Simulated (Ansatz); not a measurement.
# What Be2Sn (model cell, started as antifluorite) distorts into, part 2 of 3

Aim: this structure of Be2Sn (model cell, started as antifluorite) is to be tested for unstable modes, and one is followed downhill.

Ansatz 0.2.0; DFT PBEsol, scalar-relativistic, plane waves, PAW.

So far, highest frequency on the path or at a solved wavevector (cm⁻¹): step 2 (response at finite wavevector) 458. Also lowest frequency on the path (cm⁻¹): step 2 -116.

The structure was built from a prototype and need not be the compound's stable phase.

### Step 4. The mode frozen in, largest atomic shift 0.32 Å

The atoms are moved along the unstable eigenvector, the largest shift by 0.32 Å, with the cell fixed.

Input file input.yaml:

```yaml
crystal:
  lattice:
    - [0.0, -2.8806534513, -2.8806534513]
    - [0.0, 2.8806534513, -2.8806534513]
    - [5.7613069026, 0.0, 0.0]
  atoms:
    - { symbol: Sn, position: [0.462102375, 0.462102375, 0.5] }
    - { symbol: Sn, position: [0.037897625, 0.037897625, 0.0] }
    - { symbol: Be, position: [-0.0555429533, 0.5555429533, 0.75] }
    - { symbol: Be, position: [0.5555429533, -0.0555429533, 0.25] }
    - { symbol: Be, position: [-0.0555429533, 0.5555429533, 0.25] }
    - { symbol: Be, position: [0.5555429533, -0.0555429533, 0.75] }
kpoints:
  mp_grid: { grid: [8, 8, 6] }
hamiltonian:
  xc: pbesol
scf:
  occupations: { method: methfessel_paxton, width: 0.15 }
output:
  forces: true
  stress: true
  eigenvalues: true
```

Launch:

```
ansatz run input.yaml --threads 4 --pin off --max-ram 7168MiB --backend cpu --events-out ev --progress --plain --runs-dir out
```

Numbers of over 12 decimals in the logs are rounded to 6 here.

The program printed:

```text
[...]
Crystal: 6 atoms, lattice volume = 95.617 Å³
Basis set: ecut = 420 eV, 1875 PW (Γ), exchange–correlation on 60×60×80 points (8 copies of the dense FFT grid, shifted against one another)
Bands: 24, of which v1, the nominal top of the filled ones, is band 18 counted from 1 (17 counted from 0)
Symmetry: 8 space group operations
[...]
k-points: 84 of 384
[...]
k-point 0: bands = [... 14 lower, 5.7483, 8.0180, 8.6987, 9.2892, 9.6613, 10.0194, 10.0203, 10.1437, ... 2 higher]
  k-point 1: bands = [... 14 lower, 5.8762, 7.9879, 8.2440, 8.9909, 9.0251, 9.2457, 9.7845, 11.0481, ... 2 higher]
  k-point 2: bands = [... 14 lower, 6.2545, 7.2273, 7.5900, 7.7214, 8.7646, 9.3414, 9.4485, 11.4685, ... 2 higher]
  k-point 83: bands = [... 14 lower, 3.7787, 3.7787, 4.4823, 4.4823, 11.2353, 11.2353, 11.8366, 11.8366, ... 2 higher]
[key lines of the parts left out:]
SCF converged after 8 iterations
Free energy (F): -12258.019590 eV
Fermi energy:    8.766405 eV
P = ⅓ Tr σ = -0.1757 GPa (-1.757 kbar)
```

The job ended after 3.5 s (4 threads of Arm Neoverse V2, shared host; peak memory 0.47 GiB).

This step gave:

```yaml
pressure: -0.1757 GPa
energy_from_the_undistorted_cell: -25.22 meV/atom
```

The energy, extrapolated to zero smearing, is -25.22 meV/atom against the undistorted cell.

The run ends at a pressure of -0.18 GPa, with forces up to 0.89 eV/Å.

### Step 5. Energy along the mode, all amplitudes (two of the runs are shown above)

An imaginary frequency means negative curvature, so the energy should fall and then rise again as anharmonic terms take over.

This step gave:

```
depth at the lowest point sampled  : 25.22 meV/atom
largest atomic shift at that point : 0.32 Å
```

Energy from the parent against largest atomic shift:

| largest atomic shift (Å) | energy from the parent (meV/atom) |
| --- | --- |
| 0.000 | 0 |
| 0.040 | -0.95 |
| 0.080 | -3.66 |
| 0.140 | -10.4 |
| 0.220 | -21.2 |
| 0.320 | -25.2 |
| 0.450 | 27.8 |

Displacement at unit largest shift by atom:

| atom | x (Å) | y (Å) | z (Å) | size |
| --- | --- | --- | --- | --- |
| Sn1 | 0.00 | 0.00 | 0.68 | 0.68 |
| Sn2 | 0.00 | 0.00 | -0.68 | 0.68 |
| Be3 | 0.00 | 1.00 | 0.00 | 1.00 |
| Be4 | 0.00 | -1.00 | 0.00 | 1.00 |
| Be5 | 0.00 | 1.00 | 0.00 | 1.00 |
| Be6 | 0.00 | -1.00 | 0.00 | 1.00 |

The lowest of the steps tried is at 0.32 Å, 25.2 meV/atom below the parent; the bottom of the well need not coincide with a step.

### Step 6. Relaxing from the distorted cell

Starting from the lowest point found, all atoms and the cell are let go, so that strain and other modes of the same symmetry can join in.

input.yaml, as its differences from that of step 4:

```diff
@@ -22 +22,6 @@
   eigenvalues: true
+relax:
+  adjacent_minimum: "off"
+  f_tol: 0.002
+  max_steps: 120
+  cell: { stress_tol: 0.03 }
```

The program printed:

```text
[...]
Crystal: 6 atoms, lattice volume = 95.617 Å³
Basis set: ecut = 420 eV, 1875 PW (Γ), exchange–correlation on 60×60×80 points (8 copies of the dense FFT grid, shifted against one another)
Bands: 24, of which v1, the nominal top of the filled ones, is band 18 counted from 1 (17 counted from 0)
Symmetry: 8 space group operations
[...]
k-points: 84 of 384
[...]
SCF iter   1: F=—  HF=-12258.027797 eV  |F-HF|=—  |Δ(HF+E_count)|=         —  Δρ=4.03e-3  dr2=2.17e-2  ethr=1.77e-3  ⟨swp⟩=9.2  Hψ=12271  notcnv=0
[...]
SCF iter   8: F=-12258.019590 eV  HF=-12258.019590 eV  |F-HF|=2.91e-9  |Δ(HF+E_count)|=   1.89e-7  S|Δr|=    0.00e0  Δρ=2.25e-6  dr2=3.74e-9  ethr=2.78e-10  ⟨swp⟩=9.0  Hψ=9828  notcnv=0
SCF 1 converged in 8 iterations: F = -12258.019590 eV  dr2 = 3.74e-9
[...]
relax step   1: F+E_penalty+E_count = -12258.01959000 eV  Δ(F+E_penalty+E_count) = +0.000e0 eV  max|allowed force component| = 8.927e-1 eV/Å  Δτ_max = 0.0000 Å  P = -0.176 GPa  Ω = 95.617 Å³  (8 SCF iters, dr2 threshold 1.00e-7 eV, accepted)
Crystal: 6 atoms, lattice volume = 91.994 Å³
Basis set: ecut = 420 eV, 1811 PW (Γ), exchange–correlation on 60×60×80 points (8 copies of the dense FFT grid, shifted against one another)
[...]
SCF iter   6: F=-12258.175645 eV  HF=-12258.175645 eV  |F-HF|=4.59e-8  |Δ(HF+E_count)|=   9.87e-9  S|Δr|=    0.00e0  Δρ=1.09e-5  dr2=1.89e-7  ethr=1.67e-9  ⟨swp⟩=6.8  Hψ=9004  notcnv=0
SCF 2 converged in 6 iterations: F = -12258.175645 eV  dr2 = 1.89e-7
relax step   2: F+E_penalty+E_count = -12258.17564497 eV  Δ(F+E_penalty+E_count) = -1.561e-1 eV  max|allowed force component| = 3.318e-1 eV/Å  Δτ_max = 0.1469 Å  P = +1.198 GPa  Ω = 91.994 Å³  energy of the carried Pulay correction = +6.656e-4 eV  (6 SCF iters, dr2 threshold 6.00e-7 eV, accepted)
Crystal: 6 atoms, lattice volume = 92.869 Å³
Basis set: ecut = 420 eV, 1801 PW (Γ), exchange–correlation on 60×60×80 points (8 copies of the dense FFT grid, shifted against one another)
[...]
SCF iter   5: F=-12258.235940 eV  HF=-12258.235940 eV  |F-HF|=2.79e-8  |Δ(HF+E_count)|=   1.55e-6  S|Δr|=    0.00e0  Δρ=1.94e-5  dr2=3.81e-7  ethr=1.67e-9  ⟨swp⟩=4.3  Hψ=9062  notcnv=0
SCF 3 converged in 5 iterations: F = -12258.235940 eV  dr2 = 3.81e-7
relax step   3: F+E_penalty+E_count = -12258.23594021 eV  Δ(F+E_penalty+E_count) = -6.030e-2 eV  max|allowed force component| = 1.333e-1 eV/Å  Δτ_max = 0.0206 Å  P = +0.074 GPa  Ω = 92.869 Å³  energy of the carried Pulay correction = +5.024e-4 eV  (5 SCF iters, dr2 threshold 6.00e-7 eV, accepted)
[...]
relax step   4: F+E_penalty+E_count = -12258.26272020 eV  Δ(F+E_penalty+E_count) = -2.678e-2 eV  max|allowed force component| = 1.583e-1 eV/Å  Δτ_max = 0.0602 Å  P = +0.540 GPa  Ω = 91.453 Å³  energy of the carried Pulay correction = +7.673e-4 eV  (5 SCF iters, dr2 threshold 6.00e-7 eV, accepted)
[...]
relax step   5: F+E_penalty+E_count = -12258.27266869 eV  Δ(F+E_penalty+E_count) = -9.948e-3 eV  max|allowed force component| = 6.187e-2 eV/Å  Δτ_max = 0.0323 Å  P = -0.116 GPa  Ω = 92.190 Å³  energy of the carried Pulay correction = +6.290e-4 eV  (5 SCF iters, dr2 threshold 6.00e-7 eV, accepted)
[...]
relax step   6: F+E_penalty+E_count = -12258.27432486 eV  Δ(F+E_penalty+E_count) = -1.656e-3 eV  max|allowed force component| = 8.140e-3 eV/Å  Δτ_max = 0.0107 Å  P = +0.003 GPa  Ω = 92.068 Å³  energy of the carried Pulay correction = +6.516e-4 eV  (4 SCF iters, dr2 threshold 6.00e-7 eV, accepted)
[...]
relax step   7: F+E_penalty+E_count = -12258.27415525 eV  Δ(F+E_penalty+E_count) = +1.696e-4 eV  max|allowed force component| = 8.076e-3 eV/Å  Δτ_max = 0.0050 Å  P = -0.006 GPa  Ω = 92.131 Å³  energy of the carried Pulay correction = +6.399e-4 eV  (4 SCF iters, dr2 threshold 3.97e-8 eV, rejected (line search))
[...]
relax step   8: F+E_penalty+E_count = -12258.27440800 eV  Δ(F+E_penalty+E_count) = -8.314e-5 eV  max|allowed force component| = 3.191e-4 eV/Å  Δτ_max = 0.0016 Å  P = +0.002 GPa  Ω = 92.082 Å³  energy of the carried Pulay correction = +6.491e-4 eV  (6 SCF iters, accepted)
Basis set: ecut = 420 eV, 1771 PW (Γ), exchange–correlation on 60×60×72 points (8 copies of the dense FFT grid, shifted against one another)
[...]
SCF iter   5: F=-12258.274828 eV  HF=-12258.274828 eV  |F-HF|=1.82e-12  |Δ(HF+E_count)|=  1.73e-10  S|Δr|=    0.00e0  Δρ=1.03e-7  dr2=7.44e-12  ethr=1.00e-12  ⟨swp⟩=5.2  Hψ=10270  notcnv=0
SCF 9 converged in 5 iterations: F = -12258.274828 eV  dr2 = 7.44e-12
relax step   9: F+E_penalty+E_count = -12258.27482784 eV  Δ(F+E_penalty+E_count) = -4.198e-4 eV  max|allowed force component| = 6.492e-4 eV/Å  Δτ_max = 0.0000 Å  P = +0.001 GPa  Ω = 92.082 Å³  stress off target by 2.02e-2 GPa  SCF on the basis re-selected at this cell (its energy is not comparable with the rows above)  (5 SCF iters)
basis re-selected at this cell: Δ(F+E_penalty+E_count) = -4.198e-4 eV, ΔP = -0.001 GPa vs the last step (what re-selecting the basis moved, of the pressure what is left beyond the Pulay correction that the steps carried, after the strain that the cell walked since its last selection, with what the two solves' SCF thresholds leave and, on support functions, any second-order correction that the steps lacked; it is no measure of the basis error at this ecutwfc). The dense FFT grid was sized anew with the basis: this SCF ran on 30×30×36 points, the steps before it on 30×30×40, so part of this shift can come from that change (see relax.cell in the input reference). [rest of the remark cut]
SCF converged after 5 iterations
[...]
Free energy (F): -12258.274828 eV
[...]
Internal energy: -12258.276597 eV  (E = F + TS)
E sigma→0 (E₀):  -12258.275270 eV
Entropy (-TS):   0.001769 eV (0.295 meV/atom)
Fermi energy:    9.056617 eV
[...]
--- Forces (eV/Å), atoms counted from 1 ---
  atom   1  Sn    -0.00000000     0.00000000    -0.00064924
  atom   2  Sn     0.00000000     0.00000000     0.00064924
  atom   3  Be     0.00000000    -0.00007809    -0.00000000
  atom   4  Be     0.00000000     0.00007809     0.00000000
  atom   5  Be    -0.00000000    -0.00007809    -0.00000000
  atom   6  Be    -0.00000000     0.00007809     0.00000000
  max |Σ_I F_I| component: 5.55e-17 eV/Å
--- Stress (GPa, compression-positive) ---
       -0.020219       0.000000       0.000000
        0.000000       0.003573      -0.000000
        0.000000      -0.000000       0.018534
  P = ⅓ Tr σ = 0.0006 GPa (0.006 kbar)
--- Band table (eV; the first three rows and the last of 84) ---
  k-point 0: bands = [... 14 lower, 5.7162, 7.0492, 8.0492, 9.8318, 10.0596, 10.2736, 11.0194, 11.3759, ... 2 higher]
  k-point 1: bands = [... 14 lower, 5.8644, 7.1041, 8.3177, 8.7630, 9.5287, 10.0075, 10.1705, 11.5731, ... 2 higher]
  k-point 2: bands = [... 14 lower, 6.2879, 7.1720, 7.4332, 8.8297, 8.9002, 8.9691, 9.3796, 12.6964, ... 2 higher]
  k-point 83: bands = [... 14 lower, 4.0018, 4.0018, 4.8861, 4.8861, 13.1874, 13.1874, 13.9148, 13.9148, ... 2 higher]
--- Relaxed structure (8 steps of the walk, 7 accepted, 1 SCFs on fresh bases) ---
  F+E_penalty+E_count = -12258.27482784 eV   max|allowed force component| = 6.492e-4 eV/Å   (the final SCF, on the basis selected at the relaxed cell)
  cell:  # Å, volume = 92.0817 Å³
    - [0.0, -2.985847, -3.026712]
    - [0.0, 2.985847, -3.026712]
    - [5.094536, 0.0, 0.0]
  atoms:
    - { symbol: Sn, position: [0.438441, 0.438441, 0.500000] }
    - { symbol: Sn, position: [0.061559, 0.061559, 0] }
    - { symbol: Be, position: [-0.063653, 0.563653, 0.750000] }
    - { symbol: Be, position: [0.563653, -0.063653, 0.250000] }
    - { symbol: Be, position: [-0.063653, 0.563653, 0.250000] }
    - { symbol: Be, position: [0.563653, -0.063653, 0.750000] }
```

The job ended after 29 s (4 threads; peak memory 0.51 GiB).

The steps of the relaxation:

| step | energy less that of the first step (eV) | largest force component (eV/Å) | pressure (GPa) | volume (Å³) |
| --- | --- | --- | --- | --- |
| 1 | 0.0000 | 0.8927 | -0.18 | 95.62 |
| 2 | -0.1561 | 0.3318 | 1.20 | 91.99 |
| 3 | -0.2164 | 0.1333 | 0.07 | 92.87 |
| 4 | -0.2431 | 0.1583 | 0.54 | 91.45 |
| 5 | -0.2531 | 0.0619 | -0.12 | 92.19 |
| 6 | -0.2547 | 0.0081 | 0.00 | 92.07 |
| 7 | -0.2546 | 0.0081 | -0.01 | 92.13 |
| 8 | -0.2548 | 0.0003 | 0.00 | 92.08 |
| 9* | -0.2552 | 0.0006 | 0.00 | 92.08 |

Relaxation steps marked * repeat the geometry before them on a plane-wave basis chosen anew for their cell, so energy and pressure can jump there. Relaxation step 7 was tried and not accepted.

The run keeps the 8 symmetry operations that it works with, so distortions that break them were not tested.

| conventional cell, symmetrised | before | after | change |
| --- | --- | --- | --- |
| a (Å) | 5.761 | 5.972 | +3.7 % |
| b (Å) | 5.761 | 6.053 | +5.1 % |
| c (Å) | 5.761 | 5.095 | -11.6 % |
| volume (Å³/atom) | 15.94 | 15.35 | -3.7 % |

The atoms that moved most (Å, as changes of fractional coordinates times the final cell):

| atom | dx | dy | dz | length |
| --- | --- | --- | --- | --- |
| Sn1 | 0.000 | 0.000 | 0.143 | 0.143 |
| Sn2 | 0.000 | 0.000 | -0.143 | 0.143 |
| Be5 | 0.000 | 0.048 | 0.000 | 0.048 |
| Be4 | 0.000 | -0.048 | 0.000 | 0.048 |
| Be6 | 0.000 | -0.048 | 0.000 | 0.048 |
| Be3 | 0.000 | 0.048 | 0.000 | 0.048 |

The relaxed structure:

```cif
data_structure
_symmetry_space_group_name_H-M 'P 1'
_symmetry_Int_Tables_number 1
_cell_length_a 4.2516
_cell_length_b 4.2516
_cell_length_c 5.0945
_cell_angle_alpha 90.000
_cell_angle_beta 90.000
_cell_angle_gamma 89.221
_cell_volume 92.08
loop_
_atom_site_label
_atom_site_type_symbol
_atom_site_fract_x
_atom_site_fract_y
_atom_site_fract_z
_atom_site_occupancy
Sn1 Sn 0.43844 0.43844 0.50000 1
Sn2 Sn 0.06156 0.06156 0.00000 1
Be3 Be 0.93635 0.56365 0.75000 1
Be4 Be 0.56365 0.93635 0.25000 1
Be5 Be 0.93635 0.56365 0.25000 1
Be6 Be 0.56365 0.93635 0.75000 1
```

This step gave:

```
pressure        : 6.29e-4 GPa
volume per atom : 15.35 Å³
```

The distorted start has space group Cmcm; the relaxation ends in Cmcm.

### Step 7. The new phase in its own primitive cell

The relaxed structure is symmetrised, reduced to its primitive cell and relaxed tightly, as its phonons need.

input.yaml, the sections that differ from step 6:

```yaml
crystal:
  lattice:
    - [2.9858468101, -3.026711564, 0.0]
    - [2.9858468101, 3.026711564, 0.0]
    - [0.0, 0.0, 5.0945363179]
  atoms:
    - { symbol: Sn, position: [0.3115594681, 0.6884405319, 0.25] }
    - { symbol: Sn, position: [0.6884405319, 0.3115594681, 0.75] }
    - { symbol: Be, position: [0.1863466266, 0.1863466266, 0.5] }
    - { symbol: Be, position: [0.8136533734, 0.8136533734, 0.0] }
    - { symbol: Be, position: [0.1863466266, 0.1863466266, 0.0] }
    - { symbol: Be, position: [0.8136533734, 0.8136533734, 0.5] }
relax:
  adjacent_minimum: "off"
  f_tol: 0.001
  max_steps: 60
  cell: { stress_tol: 0.01 }
# kpoints, hamiltonian, scf, output: as in step 6
```

The program printed:

```text
[...]
Crystal: 6 atoms, lattice volume = 92.082 Å³
Basis set: ecut = 420 eV, 1771 PW (Γ), exchange–correlation on 60×60×72 points (8 copies of the dense FFT grid, shifted against one another)
Bands: 24, of which v1, the nominal top of the filled ones, is band 18 counted from 1 (17 counted from 0)
Symmetry: 8 space group operations
[...]
k-points: 84 of 384
[...]
cell:  # Å, volume = 92.0725 Å³
    - [2.986105, -3.027558, 0.0]
    - [2.986105, 3.027558, 0.0]
    - [0.0, 0.0, 5.092161]
  atoms:
    - { symbol: Sn, position: [0.311534, 0.688466, 0.25] }
    - { symbol: Sn, position: [0.688466, 0.311534, 0.750000] }
    - { symbol: Be, position: [0.186343, 0.186343, 0.5] }
    - { symbol: Be, position: [0.813657, 0.813657, 0] }
    - { symbol: Be, position: [0.186343, 0.186343, 0] }
    - { symbol: Be, position: [0.813657, 0.813657, 0.5] }
[key lines of the parts left out:]
SCF converged after 8 iterations
Free energy (F): -12258.274833 eV
Fermi energy:    9.055351 eV
P = ⅓ Tr σ = 0.0026 GPa (0.026 kbar)
```

Elapsed: 11 s, on 4 threads; peak memory 0.5 GiB.

Little changed from the start: no atom moved by 0.005 Å and no cell edge by 0.1 %.

Numbers from this step:

```yaml
pressure: 0.002641 GPa
```

The largest force component left is 0.58 meV/Å and the pressure is 0.003 GPa, within the tolerances set. The cell now holds 15.35 Å³/atom.

(Continued in part 3 of 3.)

[Logs are printed without paths, hosts, clocks, repeated set-up lines and the standing remarks that a program may print on its own settings, such as how far it seeks lower states.]

[Hosts, paths, dates, database ids (printed as entryN), source tags and the programs' standing remarks are cut or masked in the printed files.]
